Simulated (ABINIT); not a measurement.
**ScInS3 (Pm-3m): zone-centre phonons**

Which modes does ScInS3 (Pm-3m) have at the zone centre?

Program: ABINIT 10.8.3. Level of theory: DFT PBEsol, scalar-relativistic, plane waves, PseudoDojo norm-conserving pseudopotentials. Results are calculated unless marked as measured.

The structure was built from a prototype and need not be the compound's stable phase.

## (1) Starting point

The structure is cubic, space group Pm-3m (No. 221). Conventional cell: a = 5.174 Å, b = 5.174 Å, c = 5.174 Å, α = 90.00°, β = 90.00°, γ = 90.00°. Nearest to Sc lie 12 S at 3.66 Å. Nearest to In lie 6 S at 2.59 Å. S has 2 In at 2.59 Å nearest. Farther neighbours and most contacts between anions are not listed.

## (2) A probe with smearing

A first run with smearing and empty bands tells whether the crystal has a gap, which decides between fixed occupations and smearing later on.

Contents of probe.abi:

```
# ground state
tolvrs 1.0d-08
prtden 1
prtwf 1

# basis, mesh and filling
ecut 35.0
ngkpt 4 4 4
nshiftk 1
shiftk 0.0 0.0 0.0
istwfk *1
occopt 7
tsmear 0.005
nband 30
nstep 100
diemac 9.0
prtebands 0
prtgsr 0
useylm 1

# cell and atoms
acell 9.778198859 9.778198859 9.778198859
rprim 
    1.0 0.0 0.0
    0.0 1.0 0.0
    0.0 0.0 1.0
ntypat 3
znucl 21 49 16
natom 5
typat 1 2 3 3 3
xred 
    0.0 0.0 0.0
    0.5 0.5 0.5
    0.5 0.5 0.0
    0.5 0.0 0.5
    0.0 0.5 0.5
pp_dirpath "./pseudo"
pseudos "Sc.upf, In.upf, S.upf"
```

Launch:

```
$ OMP_NUM_THREADS=1 mpirun -n 4 abinit probe.abi > probe.log
```

Numbers of over 12 decimals in the logs are rounded to 6 here.

probe.abo, the main output file:

```text
[banners, grids, parts of the stress and lines that vanish by symmetry left out]
- input  file    -> probe.abi
- output file    -> probe.abo
- root for input  files -> probei
[...]
Symmetries : space group Pm -3 m (#221); Bravais cP (primitive cubic)
[...]
mpw =        9328          nfft =      157464          nkpt =          10
[...]
== DATASET  1 ==================================================================
[...]
cutoff_energies: {ecut:  35.0, pawecutdg:  -1.0, }
[...]
ETOT  1  -146.49942433378    -1.465E+02 3.581E-01 2.134E+03
 ETOT  2  -133.54994333002     1.295E+01 9.204E-02 9.282E+04
 ETOT  3  -147.49074075543    -1.394E+01 1.952E-02 1.858E+03
 ETOT  4  -147.52067979219    -2.994E-02 1.943E-02 1.446E+03
 ETOT  5  -147.56187481691    -4.120E-02 2.727E-03 9.961E+02
[...]
ETOT 18  -147.68150754702     1.484E-11 2.718E-04 3.198E-08
 ETOT 19  -147.68150754703    -1.006E-11 4.360E-04 2.001E-10
 At SCF step   19       vres2   =  2.00E-10 < tolvrs=  1.00E-08 =>converged.
[...]
sigma(1 1)=  2.95522414E-04  sigma(3 2)=  0.00000000E+00
  sigma(2 2)=  2.95522414E-04  sigma(3 1)=  0.00000000E+00
  sigma(3 3)=  2.95522414E-04  sigma(2 1)=  0.00000000E+00
[...]
convergence: {deltae: -1.006E-11, res2:  2.001E-10, residm:  4.360E-04, diffor: null, }
etotal    :  -1.47681508E+02
[...]
sigma(1 1)=  2.95522414E-04  sigma(3 2)=  0.00000000E+00
  sigma(2 2)=  2.95522414E-04  sigma(3 1)=  0.00000000E+00
  sigma(3 3)=  2.95522414E-04  sigma(2 1)=  0.00000000E+00
[...]
- sigma(1 1)=  8.69456961E+00  sigma(3 2)=  0.00000000E+00
- sigma(2 2)=  8.69456961E+00  sigma(3 1)=  0.00000000E+00
- sigma(3 3)=  8.69456961E+00  sigma(2 1)=  0.00000000E+00
[...]
fcart     -0.0000000000E+00 -0.0000000000E+00 -0.0000000000E+00
           strten      2.9552241426E-04  2.9552241426E-04  2.9552241426E-04
================================================================================

[key lines of the parts left out:]
pressure_GPa:  -8.6946E+00
```

Elapsed: 62 s, on 4 MPI ranks of Arm Neoverse V1, shared host.

This step gave:

```yaml
volume_per_atom: 27.71 Å³
pressure: -8.695 GPa
gap_on_the_k_mesh: 0 eV
```

No gap opens on this mesh, so smearing is kept; the printed pressure holds the stress of the finite basis too.

## (3) Rough relaxation

The typed start is rough, so a first relaxation with smearing and loose thresholds takes it towards rest cheaply.

Contents of prerelax.abi:

```
# relaxation
ionmov 2
optcell 2
dilatmx 1.15
chkdilatmx 0
ntime 40
tolmxf 3.0d-04
tolvrs 1.0d-10
prtwf 0
prtden 0
chksymtnons 0

# basis, mesh and filling
ecut 35.0
ecutsm 3.0
ngkpt 4 4 4
nshiftk 1
shiftk 0.0 0.0 0.0
istwfk *1
occopt 7
tsmear 0.005
nband 30
nstep 100
diemac 1000000.0
prtebands 0
prtgsr 0
useylm 1

# cell and atoms
acell 9.778198859 9.778198859 9.778198859
rprim 
    1.0 0.0 0.0
    0.0 1.0 0.0
    0.0 0.0 1.0
ntypat 3
znucl 21 49 16
natom 5
typat 1 2 3 3 3
xred 
    0.0 0.0 0.0
    0.5 0.5 0.5
    0.5 0.5 0.0
    0.5 0.0 0.5
    0.0 0.5 0.5
pp_dirpath "./pseudo"
pseudos "Sc.upf, In.upf, S.upf"
```

Launch:

```
$ OMP_NUM_THREADS=1 mpirun -n 4 abinit prerelax.abi > prerelax.log
```

prerelax.abo, the main output file:

```text
[banners, grids, parts of the stress and lines that vanish by symmetry left out]
- input  file    -> prerelax.abi
- output file    -> prerelax.abo
- root for input  files -> prerelaxi
[...]
Symmetries : space group Pm -3 m (#221); Bravais cP (primitive cubic)
[...]
mpw =       14114          nfft =      216000          nkpt =          10
[...]
== DATASET  1 ==================================================================
[...]
cutoff_energies: {ecut:  35.0, pawecutdg:  -1.0, }
[...]
ETOT  1  -146.47470846035    -1.465E+02 3.422E-01 2.834E+03
 ETOT  2  -137.10589711958     9.369E+00 1.085E-01 9.376E+04
 ETOT  3  -147.48722782593    -1.038E+01 2.051E-02 2.597E+03
 ETOT  4  -147.51727559814    -3.005E-02 6.050E-03 2.037E+03
 ETOT  5  -147.55746818011    -4.019E-02 2.107E-03 1.429E+03
[...]
At SCF step   20       vres2   =  1.98E-13 < tolvrs=  1.00E-10 =>converged.
[...]
ETOT 12  -147.70797640188     1.239E-11 1.083E-08 6.476E-12
 At SCF step   12       vres2   =  6.48E-12 < tolvrs=  1.00E-10 =>converged.
[...]
sigma(1 1)=  2.17162266E-06  sigma(3 2)=  0.00000000E+00
  sigma(2 2)=  2.17162266E-06  sigma(3 1)=  0.00000000E+00
  sigma(3 3)=  2.17162266E-06  sigma(2 1)=  0.00000000E+00
[...]
convergence: {deltae:  1.239E-11, res2:  6.476E-12, residm:  1.083E-08, diffor: null, }
etotal    :  -1.47707976E+02
[...]
At Broyd/MD step   5, gradients are converged :
[...]
sigma(1 1)=  2.17162266E-06  sigma(3 2)=  0.00000000E+00
  sigma(2 2)=  2.17162266E-06  sigma(3 1)=  0.00000000E+00
  sigma(3 3)=  2.17162266E-06  sigma(2 1)=  0.00000000E+00
[...]
- sigma(1 1)=  6.38913444E-02  sigma(3 2)=  0.00000000E+00
- sigma(2 2)=  6.38913444E-02  sigma(3 1)=  0.00000000E+00
- sigma(3 3)=  6.38913444E-02  sigma(2 1)=  0.00000000E+00
[...]
fcart     -0.0000000000E+00 -0.0000000000E+00 -0.0000000000E+00
           strten      2.1716226582E-06  2.1716226582E-06  2.1716226582E-06
================================================================================

[key lines of the parts left out:]
pressure_GPa:  -6.3891E-02
Total energy (etotal) [Ha]= -1.47707976401882E+02
```

Wall time 6.2 min (4 MPI ranks); 25 min of CPU time.

The steps of the relaxation:

| step | energy less that of the first step (eV) | largest force (eV/Å) | volume (Å³) |
| --- | --- | --- | --- |
| 1 | 0.0000 | 0.0000 | 138.54 |
| 2 | -0.1866 | 0.0000 | 134.91 |
| 3 | -0.6432 | 0.0000 | 109.64 |
| 4 | -0.7211 | 0.0000 | 117.27 |
| 5 | -0.7252 | 0.0000 | 115.91 |

| conventional cell, symmetrised | before | after | change |
| --- | --- | --- | --- |
| a (Å) | 5.174 | 4.876 | -5.8 % |
| b (Å) | 5.174 | 4.876 | -5.8 % |
| c (Å) | 5.174 | 4.876 | -5.8 % |
| volume (Å³/atom) | 27.71 | 23.18 | -16.3 % |

Final coordinates:

```
Sc In S
1.0
     4.87570    0.00000    0.00000
     0.00000    4.87570    0.00000
     0.00000    0.00000    4.87570
Sc In S
1 1 3
Direct
  0.00000 0.00000 0.00000
  0.50000 0.50000 0.50000
  0.50000 0.50000 0.00000
  0.50000 0.00000 0.50000
  0.00000 0.50000 0.50000
```

Numbers from this step:

| Quantity | Value |
| --- | --- |
| volume per atom | 23.18 Å³ |
| pressure | -0.06389 GPa |

The volume changes by -16.3 % in this run and stands -16.3 % from the first cell.

## (4) Rough relaxation

The cell changed much, so the rough relaxation is repeated on a basis made for the new cell.

Edit prerelax.abi of step 3 so:

```diff
@@ -29,3 +29,3 @@
 # cell and atoms
-acell 9.778198859 9.778198859 9.778198859
+acell 9.213745173 9.213745173 9.213745173
 rprim
```

prerelax.abo, the main output file:

```text
[banners, grids, parts of the stress and lines that vanish by symmetry left out]
- input  file    -> prerelax.abi
- output file    -> prerelax.abo
- root for input  files -> prerelaxi
[...]
Symmetries : space group Pm -3 m (#221); Bravais cP (primitive cubic)
[...]
mpw =       11816          nfft =      216000          nkpt =          10
[...]
== DATASET  1 ==================================================================
[...]
cutoff_energies: {ecut:  35.0, pawecutdg:  -1.0, }
[...]
ETOT  1  -146.76247756516    -1.468E+02 4.438E-01 2.614E+03
 ETOT  2  -140.37221998377     6.390E+00 1.354E-01 7.201E+04
 ETOT  3  -147.56354954199    -7.191E+00 2.788E-02 2.087E+03
 ETOT  4  -147.58793767488    -2.439E-02 3.165E-03 1.618E+03
 ETOT  5  -147.61978515013    -3.185E-02 2.129E-03 1.132E+03
[...]
ETOT 18  -147.70797640191    -1.575E-10 5.439E-05 3.254E-10
 ETOT 19  -147.70797640190     5.485E-12 6.774E-05 9.503E-13
 At SCF step   19       vres2   =  9.50E-13 < tolvrs=  1.00E-10 =>converged.
[...]
sigma(1 1)=  2.17165501E-06  sigma(3 2)=  0.00000000E+00
  sigma(2 2)=  2.17165501E-06  sigma(3 1)=  0.00000000E+00
  sigma(3 3)=  2.17165501E-06  sigma(2 1)=  0.00000000E+00
[...]
convergence: {deltae:  5.485E-12, res2:  9.503E-13, residm:  6.774E-05, diffor: null, }
etotal    :  -1.47707976E+02
[...]
At Broyd/MD step   1, gradients are converged :
[...]
sigma(1 1)=  2.17165501E-06  sigma(3 2)=  0.00000000E+00
  sigma(2 2)=  2.17165501E-06  sigma(3 1)=  0.00000000E+00
  sigma(3 3)=  2.17165501E-06  sigma(2 1)=  0.00000000E+00
[...]
- sigma(1 1)=  6.38922964E-02  sigma(3 2)=  0.00000000E+00
- sigma(2 2)=  6.38922964E-02  sigma(3 1)=  0.00000000E+00
- sigma(3 3)=  6.38922964E-02  sigma(2 1)=  0.00000000E+00
[...]
fcart     -0.0000000000E+00 -0.0000000000E+00 -0.0000000000E+00
           strten      2.1716550144E-06  2.1716550144E-06  2.1716550144E-06
================================================================================

[key lines of the parts left out:]
pressure_GPa:  -6.3892E-02
Total energy (etotal) [Ha]= -1.47707976401900E+02
```

Wall time 78 s (4 MPI ranks); 5.2 min of CPU time.

Little changed from the start: no atom moved by 0.005 Å and no cell edge by 0.1 %.

The volume changes by +0.0 % in this run and stands -16.3 % from the first cell.

## (5) Relaxation

The harmonic expansion needs vanishing forces, and a free crystal bears no stress, so cell and atoms are brought to rest. Stress is more sensitive to the basis than forces are: the last 3 Ha under the cutoff are smoothed with ecutsm, and the cutoff is raised above that of the later runs.

relax.abi, as its differences from prerelax.abi of step 4:

```diff
@@ -3,7 +3,6 @@
 optcell 2
-dilatmx 1.15
-chkdilatmx 0
+dilatmx 1.08
 ntime 40
-tolmxf 3.0d-04
-tolvrs 1.0d-10
+tolmxf 1.0d-05
+tolvrs 1.0d-14
 prtwf 0
@@ -13,5 +12,5 @@
 # basis, mesh and filling
-ecut 35.0
+ecut 43.0
 ecutsm 3.0
-ngkpt 4 4 4
+ngkpt 6 6 6
 nshiftk 1
@@ -19,4 +18,4 @@
 istwfk *1
-occopt 7
-tsmear 0.005
+occopt 3
+tsmear 0.01
 nband 30
```

Launch:

```
$ OMP_NUM_THREADS=1 mpirun -n 4 abinit relax.abi > relax.log
```

relax.abo, the main output file:

```text
[banners, grids, parts of the stress and lines that vanish by symmetry left out]
- input  file    -> relax.abi
- output file    -> relax.abo
- root for input  files -> relaxi
[...]
Symmetries : space group Pm -3 m (#221); Bravais cP (primitive cubic)
[...]
mpw =       13301          nfft =      216000          nkpt =          20
[...]
== DATASET  1 ==================================================================
[...]
cutoff_energies: {ecut:  43.0, pawecutdg:  -1.0, }
[...]
ETOT  1  -146.69457663418    -1.467E+02 4.588E-01 2.580E+03
 ETOT  2  -141.60060619775     5.094E+00 1.071E-01 6.021E+04
 ETOT  3  -147.57100506114    -5.970E+00 1.484E-02 2.071E+03
 ETOT  4  -147.59944040631    -2.844E-02 6.258E-03 1.551E+03
 ETOT  5  -147.63649986830    -3.706E-02 2.130E-03 1.006E+03
[...]
At SCF step   19       vres2   =  4.49E-15 < tolvrs=  1.00E-14 =>converged.
[...]
sigma(1 1)= -1.66029973E-05  sigma(3 2)=  0.00000000E+00
  sigma(2 2)= -1.66029973E-05  sigma(3 1)=  0.00000000E+00
  sigma(3 3)= -1.66029973E-05  sigma(2 1)=  0.00000000E+00
[...]
convergence: {deltae:  5.059E-12, res2:  4.485E-15, residm:  2.447E-05, diffor: null, }
etotal    :  -1.47719657E+02
[...]
ETOT  1  -147.71946446517    -1.477E+02 1.591E-05 1.770E+00
[...]
At SCF step   13       vres2   =  7.75E-16 < tolvrs=  1.00E-14 =>converged.
[...]
sigma(1 1)= -1.30779167E-05  sigma(3 2)=  0.00000000E+00
  sigma(2 2)= -1.30779167E-05  sigma(3 1)=  0.00000000E+00
  sigma(3 3)= -1.30779167E-05  sigma(2 1)=  0.00000000E+00
[...]
convergence: {deltae:  1.171E-11, res2:  7.753E-16, residm:  3.253E-06, diffor: null, }
etotal    :  -1.47719675E+02
[...]
ETOT  1  -147.71695856423    -1.477E+02 1.682E-05 2.328E+01
[...]
At SCF step   13       vres2   =  8.90E-15 < tolvrs=  1.00E-14 =>converged.
[...]
sigma(1 1)= -1.34605650E-07  sigma(3 2)=  0.00000000E+00
  sigma(2 2)= -1.34605650E-07  sigma(3 1)=  0.00000000E+00
  sigma(3 3)= -1.34605650E-07  sigma(2 1)=  0.00000000E+00
[...]
convergence: {deltae: -1.279E-12, res2:  8.904E-15, residm:  6.907E-07, diffor: null, }
etotal    :  -1.47719704E+02
[...]
ETOT  1  -147.71970317197    -1.477E+02 3.087E-07 2.799E-03
[...]
ETOT 10  -147.71970350721    -1.339E-11 1.776E-07 1.555E-13
 ETOT 11  -147.71970350721     5.627E-12 2.064E-07 1.500E-16
 At SCF step   11       vres2   =  1.50E-16 < tolvrs=  1.00E-14 =>converged.
[...]
sigma(1 1)= -1.12069100E-09  sigma(3 2)=  0.00000000E+00
  sigma(2 2)= -1.12069100E-09  sigma(3 1)=  0.00000000E+00
  sigma(3 3)= -1.12069100E-09  sigma(2 1)=  0.00000000E+00
[...]
convergence: {deltae:  5.627E-12, res2:  1.500E-16, residm:  2.064E-07, diffor: null, }
etotal    :  -1.47719704E+02
[...]
At Broyd/MD step   4, gradients are converged :
[...]
sigma(1 1)= -1.12069100E-09  sigma(3 2)=  0.00000000E+00
  sigma(2 2)= -1.12069100E-09  sigma(3 1)=  0.00000000E+00
  sigma(3 3)= -1.12069100E-09  sigma(2 1)=  0.00000000E+00
[...]
- sigma(1 1)= -3.29718677E-05  sigma(3 2)=  0.00000000E+00
- sigma(2 2)= -3.29718677E-05  sigma(3 1)=  0.00000000E+00
- sigma(3 3)= -3.29718676E-05  sigma(2 1)=  0.00000000E+00
[...]
fcart     -0.0000000000E+00 -0.0000000000E+00 -0.0000000000E+00
           strten     -1.1206910035E-09 -1.1206910035E-09 -1.1206910027E-09
================================================================================

[key lines of the parts left out:]
pressure_GPa:   3.2972E-05
Total energy (etotal) [Ha]= -1.47719703507206E+02
```

Elapsed: 6.9 min, on 4 MPI ranks.

The steps of the relaxation:

| step | energy less that of the first step (eV) | largest force (eV/Å) | volume (Å³) |
| --- | --- | --- | --- |
| 1 | 0.0000 | 0.0000 | 115.91 |
| 2 | -0.0005 | 0.0000 | 116.08 |
| 3 | -0.0013 | 0.0000 | 116.73 |
| 4 | -0.0013 | 0.0000 | 116.74 |

| conventional cell, symmetrised | before | after | change |
| --- | --- | --- | --- |
| a (Å) | 4.876 | 4.887 | +0.2 % |
| b (Å) | 4.876 | 4.887 | +0.2 % |
| c (Å) | 4.876 | 4.887 | +0.2 % |
| volume (Å³/atom) | 23.18 | 23.35 | +0.7 % |

The relaxed structure:

```xyz
5
Lattice="4.8873 0.0000 0.0000 0.0000 4.8873 0.0000 0.0000 0.0000 4.8873" Properties=species:S:1:pos:R:3 pbc="T T T"
Sc    0.0000    0.0000    0.0000
In    2.4437    2.4437    2.4437
S     2.4437    2.4437    0.0000
S     2.4437    0.0000    2.4437
S     0.0000    2.4437    2.4437
```

This step gave:

```yaml
volume_per_atom: 23.35 Å³
pressure: 3.30e-5 GPa
```

The volume changes by +0.7 % in this run and stands -15.7 % from the first cell.

## (6) Self-consistent run for the response

First-order wavefunctions inherit every error of the ground state, hence the very tight tolvrs. Smearing stays on, as the first look found no gap above 0.3 eV.

Contents of gs.abi:

```
# ground state
tolvrs 1.0d-16
prtden 1
prtwf 1

# basis, mesh and filling
ecut 35.0
ngkpt 6 6 6
nshiftk 1
shiftk 0.0 0.0 0.0
istwfk *1
occopt 3
tsmear 0.01
nband 30
nstep 100
diemac 1000000.0
prtebands 0
prtgsr 0
useylm 1

# cell and atoms
acell 9.235660362 9.235660362 9.235660362
rprim 
    1.0 0.0 0.0
    0.0 1.0 0.0
    0.0 0.0 1.0
ntypat 3
znucl 21 49 16
natom 5
typat 1 2 3 3 3
xred 
    0.0 0.0 0.0
    0.5 0.5 0.5
    0.5 0.5 0.0
    0.5 0.0 0.5
    0.0 0.5 0.5
pp_dirpath "./pseudo"
pseudos "Sc.upf, In.upf, S.upf"
```

Launch:

```
$ OMP_NUM_THREADS=1 mpirun -n 4 abinit gs.abi > gs.log
```

gs.abo, the main output file:

```text
[banners, grids, parts of the stress and lines that vanish by symmetry left out]
- input  file    -> gs.abi
- output file    -> gs.abo
- root for input  files -> gsi
[...]
Symmetries : space group Pm -3 m (#221); Bravais cP (primitive cubic)
[...]
mpw =        7814          nfft =      125000          nkpt =          20
[...]
== DATASET  1 ==================================================================
[...]
cutoff_energies: {ecut:  35.0, pawecutdg:  -1.0, }
[...]
ETOT  1  -146.79780328144    -1.468E+02 4.549E-01 1.560E+03
 ETOT  2  -140.70790479733     6.090E+00 8.082E-02 4.001E+04
 ETOT  3  -147.57420577492    -6.866E+00 5.968E-02 1.142E+03
 ETOT  4  -147.59909568983    -2.489E-02 4.285E-03 8.813E+02
 ETOT  5  -147.63719165193    -3.810E-02 1.495E-03 5.687E+02
[...]
ETOT 19  -147.71953377415    -4.832E-12 4.547E-05 1.411E-16
 ETOT 20  -147.71953377415     2.814E-12 4.761E-05 4.442E-17
 At SCF step   20       vres2   =  4.44E-17 < tolvrs=  1.00E-16 =>converged.
[...]
sigma(1 1)=  2.50147057E-06  sigma(3 2)=  0.00000000E+00
  sigma(2 2)=  2.50147057E-06  sigma(3 1)=  0.00000000E+00
  sigma(3 3)=  2.50147057E-06  sigma(2 1)=  0.00000000E+00
[...]
convergence: {deltae:  2.814E-12, res2:  4.442E-17, residm:  4.761E-05, diffor: null, }
etotal    :  -1.47719534E+02
[...]
sigma(1 1)=  2.50147057E-06  sigma(3 2)=  0.00000000E+00
  sigma(2 2)=  2.50147057E-06  sigma(3 1)=  0.00000000E+00
  sigma(3 3)=  2.50147057E-06  sigma(2 1)=  0.00000000E+00
[...]
- sigma(1 1)=  7.35958050E-02  sigma(3 2)=  0.00000000E+00
- sigma(2 2)=  7.35958050E-02  sigma(3 1)=  0.00000000E+00
- sigma(3 3)=  7.35958050E-02  sigma(2 1)=  0.00000000E+00
[...]
fcart     -0.0000000000E+00 -0.0000000000E+00 -0.0000000000E+00
           strten      2.5014705683E-06  2.5014705683E-06  2.5014705683E-06
================================================================================

[key lines of the parts left out:]
pressure_GPa:  -7.3596E-02
```

It took 87 s on 4 MPI ranks.

Read from the output:

```yaml
pressure: -0.07360 GPa
```

The cell stands at -0.074 GPa, close enough for phonons.

[end of part 1 of 4]

[Host names and launcher messages were left out of these logs when they were recorded.]

[Logs are printed without paths, hosts, clocks, repeated set-up lines and the standing remarks that a program may print on its own settings, such as how far it seeks lower states.]

[Hosts, paths, dates, database ids (printed as entryN), source tags and the programs' standing remarks are cut or masked in the printed files.]
